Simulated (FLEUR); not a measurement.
## TmAu: which magnetic order is lowest

Aim: find out whether TmAu carries moments, and which collinear order costs least.

Calculated with FLEUR MaX-R8.1; LDA (VWN) with U = 8.2 eV, J = 0.7 eV on Tm f; all-electron FLAPW, Dirac cores, scalar-relativistic bands.

Report form: the programs' logs are mostly left out.

## Step 1: The structure

It takes space group Pm-3m (No. 221, cubic). Conventional cell: a = 3.516 Å, b = 3.516 Å, c = 3.516 Å, α = 90.00°, β = 90.00°, γ = 90.00°. Nearest to Tm lie 8 Au at 3.04 Å. Nearest to Au lie 8 Tm at 3.04 Å. Farther neighbours are not listed.

As a file:

```xyz
2
Lattice="3.5160 0.0000 0.0000 0.0000 3.5160 0.0000 0.0000 0.0000 3.5160" Properties=species:S:1:pos:R:3 pbc="T T T"
Tm    1.7580    1.7580    1.7580
Au    0.0000    0.0000    0.0000
```

## Step 2: Order 1, typed as ferro +

The parallel start is the test of whether parallel moments hold. A Hubbard U acts on the open shell, since semilocal functionals spread its electrons too much.

The file n_mmp_mat seeds the f occupations with whole cubic orbitals by Hund's first rule, so that the U acts from the first pass. inpgen writes inp.xml from crystal.txt; cutoffs, mixing, functional, smearing and local orbitals are then set in the file. The k list default-1 (kpts.xml, not shown) is a Γ-centred 6×6×6 mesh; where the ranks do not divide the number of points, some are split in two of half the weight.

inp.xml reads:

```
<?xml version="1.0" encoding="UTF-8" standalone="no"?>
<fleurInput fleurInputVersion="0.39">
   <comment>
      TmAu
   </comment>
   <calculationSetup>
      <cutoffs Kmax="3.6" Gmax="10.8" GmaxXC="10.8" numbands="0"/>
      <scfLoop itmax="130" minDistance="0.0001" maxIterBroyd="15" imix="Anderson" alpha="0.05" precondParam="0.0" spinf="2.0" sdNocoIR="T"/>
      <coreElectrons ctail="T" frcor="F" kcrel="0" coretail_lmax="0"/>
      <xcFunctional name="vwn" relativisticCorrections="F"/>
      <magnetism jspins="2"/>
      <soc l_soc="F" theta="0.0" phi="0.0" spav="F"/>
      <expertModes spex="0" secvar="F"/>
      <geometryOptimization l_f="F" forcealpha="1.0" forcemix="BFGS" epsdisp="0.00001" epsforce="0.00001"/>
      <ldaU l_linMix="F" mixParam="0.05" spinf="1.0"/>
   </calculationSetup>
   <cell>
      <bzIntegration valenceElectrons="40.0" mode="hist" fermiSmearingEnergy="0.00293995">
         <kPointListSelection listName="default-1"/>
         <xi:include xmlns:xi="http://www.w3.org/2001/XInclude" href="kpts.xml"> </xi:include>
      </bzIntegration>
      <xi:include xmlns:xi="http://www.w3.org/2001/XInclude" href="sym.xml"> </xi:include>
      <bulkLattice scale="1.0">
         <bravaisMatrix>
            <row-1>    6.6442770540935996     0.0000000000000000     0.0000000000000000</row-1>
            <row-2>    0.0000000000000000     6.6442770540935996     0.0000000000000000</row-2>
            <row-3>    0.0000000000000000     0.0000000000000000     6.6442770540935996</row-3>
         </bravaisMatrix>
      </bulkLattice>
   </cell>
   <atomSpecies>
      <species name="Thulium (T2.001" element="Tm" atomicNumber="69">
         <mtSphere radius="2.8" gridPoints="925" logIncrement="0.014"/>
         <atomicCutoffs lmax="10" lnonsphr="8"/>
         <electronConfig flipSpins="F">
            <coreConfig>(1s1/2) (2s1/2) (2p1/2) (2p3/2) (3s1/2) (3p1/2) (3p3/2) (4s1/2) (3d3/2) (3d5/2) (4p1/2) (4p3/2) (4d3/2) (4d5/2)</coreConfig>
            <valenceConfig>(5s1/2) (5p1/2) (5p3/2) (6s1/2) (4f5/2) (4f7/2)</valenceConfig>
            <stateOccupation state="(4f5/2)" spinUp="3.0" spinDown="2.5714285714286"/>
            <stateOccupation state="(4f7/2)" spinUp="4.0" spinDown="3.4285714285714"/>
         </electronConfig>
         <energyParameters s="6" p="6" d="5" f="4"/>
         <ldaU l="3" U="8.2" J="0.7" l_amf="F"/>
         <lo type="SCLO" l="0" n="5" eDeriv="0"/>
         <lo type="SCLO" l="1" n="5" eDeriv="0"/>
      </species>
      <species name="Gold (Au)" element="Au" atomicNumber="79">
         <mtSphere radius="2.8" gridPoints="925" logIncrement="0.015"/>
         <atomicCutoffs lmax="10" lnonsphr="8"/>
         <electronConfig flipSpins="F">
            <coreConfig>(1s1/2) (2s1/2) (2p1/2) (2p3/2) (3s1/2) (3p1/2) (3p3/2) (4s1/2) (3d3/2) (3d5/2) (4p1/2) (4p3/2) (5s1/2) (4d3/2) (4d5/2) (4f5/2) (4f7/2)</coreConfig>
            <valenceConfig>(5p1/2) (5p3/2) (6s1/2) (5d3/2) (5d5/2)</valenceConfig>
            <stateOccupation state="(6s1/2)" spinUp="0.500000" spinDown="0.500000"/>
         </electronConfig>
         <energyParameters s="6" p="6" d="5" f="5"/>
         <lo type="SCLO" l="1" n="5" eDeriv="0"/>
      </species>
   </atomSpecies>
   <atomGroups>
      <atomGroup species="Thulium (T2.001">
         <relPos label="                   1">1.000/2.000 1.000/2.000 1.000/2.000</relPos>
         <force calculate="T" relaxXYZ="TTT"/>
      </atomGroup>
      <atomGroup species="Gold (Au)">
         <relPos label="                   2">.0000000000 .0000000000 .0000000000</relPos>
         <force calculate="T" relaxXYZ="TTT"/>
      </atomGroup>
   </atomGroups>
   <output dos="F" band="F" slice="F">
      <bandDOS minEnergy="-.5*Htr" maxEnergy="0.5*Htr" sigma="0.015" storeEVData="T"/>
      <plotting iplot="0" polar="F">
         <plot TwoD="T" vec1="  1.0  0.0  0.0" vec2="  0.0  1.0  0.0" vec3="  0.0  0.0  1.0" zero="  0.0  0.0  0.0" file="plot"/>
      </plotting>
      <moessbauerParams electricFieldGradient="F" isomerShift="F" coreHyperfine="F" valenceHyperfine="F"/>
   </output>
</fleurInput>
```

crystal.txt reads:

```
TmAu
&input film=F cartesian=F /
3.51600000000  0.00000000000  0.00000000000
0.00000000000  3.51600000000  0.00000000000
0.00000000000  0.00000000000  3.51600000000
1.8897261246
1.0 1.0 1.0

2
69 0.50000000000  0.50000000000  0.50000000000 : 2.001
79 0.00000000000  0.00000000000  0.00000000000

&kpt div1=6 div2=6 div3=6 gamma=T /
```

Started as:

```console
$ OMP_NUM_THREADS=1 inpgen -f crystal.txt > inpgen.log  # inp.xml is then edited as shown
$ OMP_NUM_THREADS=1 mpirun -n 4 fleur_MPI > fleur.log
```

It took 11 s on 4 MPI ranks of Intel Xeon 6975P-C (Granite Rapids), shared host; peak memory 0.25 GiB; 44 s of CPU time.

Numbers from this step:

```yaml
free_energy: -887393.3406 eV
program_s_band_gap_on_this_mesh_in_a_metal_only_a_level_spacing: 0.01699 eV
magnetization: 1.312 μB
final_state: ferromagnetic
largest_moment: 1.291 μB
```

After 28 cycles the largest moment stands at 1.29 μB.

## Step 3: Order 2, typed as antiferro q=(0,0,1/2) +-

Another pattern of signs weighs the neighbour shells otherwise.

This order needs a doubled cell of 4 atoms. The mesh is halved along the doubled vector, so that both cells sample the same points. The k list default-1 (kpts.xml, not shown) is a Γ-centred 6×6×3 mesh.

inp.xml: that of step 2 with these lines changed.

```diff
@@ -17,3 +17,3 @@
    <cell>
-      <bzIntegration valenceElectrons="40.0" mode="hist" fermiSmearingEnergy="0.00293995">
+      <bzIntegration valenceElectrons="80.0" mode="hist" fermiSmearingEnergy="0.00293995">
          <kPointListSelection listName="default-1"/>
@@ -26,3 +26,3 @@
             <row-2>    0.0000000000000000     6.6442770540935996     0.0000000000000000</row-2>
-            <row-3>    0.0000000000000000     0.0000000000000000     6.6442770540935996</row-3>
+            <row-3>    0.0000000000000000     0.0000000000000000    13.2885541081871992</row-3>
          </bravaisMatrix>
@@ -39,2 +39,16 @@
             <stateOccupation state="(4f7/2)" spinUp="4.0" spinDown="3.4285714285714"/>
+         </electronConfig>
+         <energyParameters s="6" p="6" d="5" f="4"/>
+         <ldaU l="3" U="8.2" J="0.7" l_amf="F"/>
+         <lo type="SCLO" l="0" n="5" eDeriv="0"/>
+         <lo type="SCLO" l="1" n="5" eDeriv="0"/>
+      </species>
+      <species name="Thulium (T-2.001" element="Tm" atomicNumber="69">
+         <mtSphere radius="2.8" gridPoints="925" logIncrement="0.014"/>
+         <atomicCutoffs lmax="10" lnonsphr="8"/>
+         <electronConfig flipSpins="F">
+            <coreConfig>(1s1/2) (2s1/2) (2p1/2) (2p3/2) (3s1/2) (3p1/2) (3p3/2) (4s1/2) (3d3/2) (3d5/2) (4p1/2) (4p3/2) (4d3/2) (4d5/2)</coreConfig>
+            <valenceConfig>(5s1/2) (5p1/2) (5p3/2) (6s1/2) (4f5/2) (4f7/2)</valenceConfig>
+            <stateOccupation state="(4f5/2)" spinUp="2.5714285714286" spinDown="3.0"/>
+            <stateOccupation state="(4f7/2)" spinUp="3.4285714285714" spinDown="4.0"/>
          </electronConfig>
@@ -59,3 +73,7 @@
       <atomGroup species="Thulium (T2.001">
-         <relPos label="                   1">1.000/2.000 1.000/2.000 1.000/2.000</relPos>
+         <relPos label="                   1">1.000/2.000 1.000/2.000 .0000000000</relPos>
+         <force calculate="T" relaxXYZ="TTT"/>
+      </atomGroup>
+      <atomGroup species="Thulium (T-2.001">
+         <relPos label="                   2">1.000/2.000 1.000/2.000 1.000/2.000</relPos>
          <force calculate="T" relaxXYZ="TTT"/>
@@ -63,3 +81,4 @@
       <atomGroup species="Gold (Au)">
-         <relPos label="                   2">.0000000000 .0000000000 .0000000000</relPos>
+         <relPos label="                   3">.0000000000 .0000000000 -1.000/4.000</relPos>
+         <relPos label="                   4">.0000000000 .0000000000 1.000/4.000</relPos>
          <force calculate="T" relaxXYZ="TTT"/>
```

crystal.txt reads:

```
TmAu
&input film=F cartesian=F /
3.51600000000  0.00000000000  0.00000000000
0.00000000000  3.51600000000  0.00000000000
0.00000000000  0.00000000000  7.03200000000
1.8897261246
1.0 1.0 1.0

4
69 0.50000000000  0.50000000000  0.25000000000 : 2.001
69 0.50000000000  0.50000000000  0.75000000000 : -2.001
79 0.00000000000  0.00000000000  0.00000000000
79 0.00000000000  0.00000000000  0.50000000000

&kpt div1=6 div2=6 div3=3 gamma=T /
```

It took 46 s on 4 MPI ranks; peak memory 0.37 GiB.

Spin moment in the muffin-tin sphere by atom:

```csv
atom,spin moment in the muffin-tin sphere (μB)
Tm1,1.95
Tm2,-1.95
Au3,0.00
Au4,0.00
```

This step gave:

- free energy: -1774790.3501 eV
- program's band gap on this mesh (in a metal only a level spacing): 0.2667 eV
- magnetization: 0 μB
- final state: antiferromagnetic

It lies 1834 meV a seeded atom under the first start (under a U so large a difference can come mostly from another filling of the orbitals), and its largest moment is 1.95 μB against 1.29 μB.

## Step 4: Order 3, typed as antiferro q=(1/2,1/2,1/2) +-

Reversing part of the moments tests the sign of the couplings between them.

The cell is doubled to 4 atoms to hold this order. The mesh is halved along the doubled vector, so that both cells sample the same points. The k list default-1 (kpts.xml, not shown) is a Γ-centred 3×6×6 mesh.

inp.xml: that of step 3 with these lines changed.

```diff
@@ -24,5 +24,5 @@
          <bravaisMatrix>
-            <row-1>    6.6442770540935996     0.0000000000000000     0.0000000000000000</row-1>
-            <row-2>    0.0000000000000000     6.6442770540935996     0.0000000000000000</row-2>
-            <row-3>    0.0000000000000000     0.0000000000000000    13.2885541081871992</row-3>
+            <row-1>   13.2885541081871992     0.0000000000000000     0.0000000000000000</row-1>
+            <row-2>    6.6442770540935996     6.6442770540935996     0.0000000000000000</row-2>
+            <row-3>    6.6442770540935996     0.0000000000000000     6.6442770540935996</row-3>
          </bravaisMatrix>
@@ -73,3 +73,3 @@
       <atomGroup species="Thulium (T2.001">
-         <relPos label="                   1">1.000/2.000 1.000/2.000 .0000000000</relPos>
+         <relPos label="                   1">1.000/2.000 1.000/2.000 1.000/2.000</relPos>
          <force calculate="T" relaxXYZ="TTT"/>
@@ -77,3 +77,3 @@
       <atomGroup species="Thulium (T-2.001">
-         <relPos label="                   2">1.000/2.000 1.000/2.000 1.000/2.000</relPos>
+         <relPos label="                   2">.0000000000 1.000/2.000 1.000/2.000</relPos>
          <force calculate="T" relaxXYZ="TTT"/>
@@ -81,4 +81,4 @@
       <atomGroup species="Gold (Au)">
-         <relPos label="                   3">.0000000000 .0000000000 -1.000/4.000</relPos>
-         <relPos label="                   4">.0000000000 .0000000000 1.000/4.000</relPos>
+         <relPos label="                   3">-1.000/4.000 .0000000000 .0000000000</relPos>
+         <relPos label="                   4">1.000/4.000 .0000000000 .0000000000</relPos>
          <force calculate="T" relaxXYZ="TTT"/>
```

crystal.txt reads:

```
TmAu
&input film=F cartesian=F /
7.03200000000  0.00000000000  0.00000000000
3.51600000000  3.51600000000  0.00000000000
3.51600000000  0.00000000000  3.51600000000
1.8897261246
1.0 1.0 1.0

4
69 0.75000000000  0.50000000000  0.50000000000 : 2.001
69 0.25000000000  0.50000000000  0.50000000000 : -2.001
79 0.00000000000  0.00000000000  0.00000000000
79 0.50000000000  0.00000000000  0.00000000000

&kpt div1=3 div2=6 div3=6 gamma=T /
```

Run time: 41 s. Hardware: 4 MPI ranks; peak memory 0.36 GiB.

Spin moment in the muffin-tin sphere by atom:

```csv
atom,spin moment in the muffin-tin sphere (μB)
Tm1,1.03
Tm2,-1.03
Au3,0.00
Au4,0.00
```

Numbers from this step:

```yaml
free_energy: -1774790.3700 eV
program_s_band_gap_on_this_mesh_in_a_metal_only_a_level_spacing: 0.03281 eV
magnetization: 0 μB
final_state: antiferromagnetic
```

It lies 1844 meV a seeded atom under the first start (under a U so large a difference can come mostly from another filling of the orbitals), and its largest moment is 1.03 μB against 1.29 μB.

## Step 5: Another try

An input with a fault is tried, to see how the program answers.

inp.xml: that of step 2 with these lines changed.

```diff
@@ -7,3 +7,3 @@
       <cutoffs Kmax="3.6" Gmax="10.8" GmaxXC="10.8" numbands="0"/>
-      <scfLoop itmax="130" minDistance="0.0001" maxIterBroyd="15" imix="Anderson" alpha="0.05" precondParam="0.0" spinf="2.0" sdNocoIR="T"/>
+      <scfLoop itmax="50" minDistance="0.0001" maxIterBroyd="15" imix="Anderson" alpha="0.05" precondParam="0.0" spinf="2.0" sdNocoIR="T"/>
       <coreElectrons ctail="T" frcor="F" kcrel="0" coretail_lmax="0"/>
@@ -17,3 +17,3 @@
    <cell>
-      <bzIntegration valenceElectrons="40.0" mode="hist" fermiSmearingEnergy="0.00293995">
+      <bzIntegration valenceElectrons="40.0" mode="hist" fermiSmearingEnergy="0.14699729">
          <kPointListSelection listName="default-1"/>
```

crystal.txt is that of step 2.

It took 16 s on 4 MPI ranks; peak memory 0.25 GiB; 64 s of CPU time.

The run converged, but its input is faulty, so its numbers are not to be trusted.

The fault in the input: a smearing of electronvolts.

The two runs compared:

```csv
quantity,this run,first run,difference
largest moment (μB),0,1.2911,-1.29
magnetization (μB),0,1.3119,-1.31
free energy (eV),-887442.04,-887393.34,-48.7
```

The two runs differ clearly in the largest moment: 0 μB against 1.29 μB.

So wide a smearing fills both spins alike and melts the moments; a tenth of an eV or less is usual.

## Step 6: The states side by side

Free energies are divided by the number of seeded atoms, so that cells of unlike size compare. Wavevectors q in the names are fractions of the primitive cell's reciprocal vectors.

Orders:

```csv
start,final state,typed order kept,energy over the lowest (meV a seeded atom),largest sphere moment (μB),net moment (μB a primitive cell),mesh matched,CPU time (s)
ferro +,ferromagnetic,yes,1844,1.291,1.312,yes,43.84
"antiferro q=(0,0,1/2) +-",antiferromagnetic,yes,9.976,1.949,0,yes,183.5
"antiferro q=(1/2,1/2,1/2) +-",antiferromagnetic,yes,0,1.029,0,yes,163.8
```

Eigenvalues of the occupation matrices of the first corrected atom:

```csv
start,majority spin,minority spin
ferro +,1.00 1.00 1.00 1.00 1.00 1.00 1.00,0.99 0.99 0.99 0.99 0.57 0.57 0.57
"antiferro q=(0,0,1/2) +-",1.00 1.00 1.00 1.00 1.00 1.00 1.00,1.00 1.00 1.00 1.00 1.00 0.04 0.04
"antiferro q=(1/2,1/2,1/2) +-",1.00 0.99 0.99 0.99 0.99 0.98 0.98,0.99 0.99 0.99 0.99 0.98 0.98 0.00
```

## Step 7: Summary of results

| Item | Value |
| --- | --- |
| moments, largest by run | 1.29, 1.95, 1.03 μB |
| spread of the energies | 1844 meV a seeded atom |

In words: No order can be named lowest. Under a U these runs seem to end in unlike orbital states: the occupations of the corrected shell differ between them, or their energies lie too far apart for exchange. The differences are then no exchange energies. Open f shells have many stationary orbital fillings, so the state need not be the lowest, and spin-only moments miss the orbital part.

[Logs and program files are shortened in this print: banners, set-up blocks, solver, clock and traceback lines can be left out without a mark of their own.]

[Logs are printed without paths, hosts, clocks, repeated set-up lines and the standing remarks that a program may print on its own settings, such as how far it seeks lower states.]

[Hosts, paths, dates, database ids (printed as entryN), source tags and the programs' standing remarks are cut or masked in the printed files.]

[Where a cell is said to come from a database of computed structures, the database is the Materials Project.]
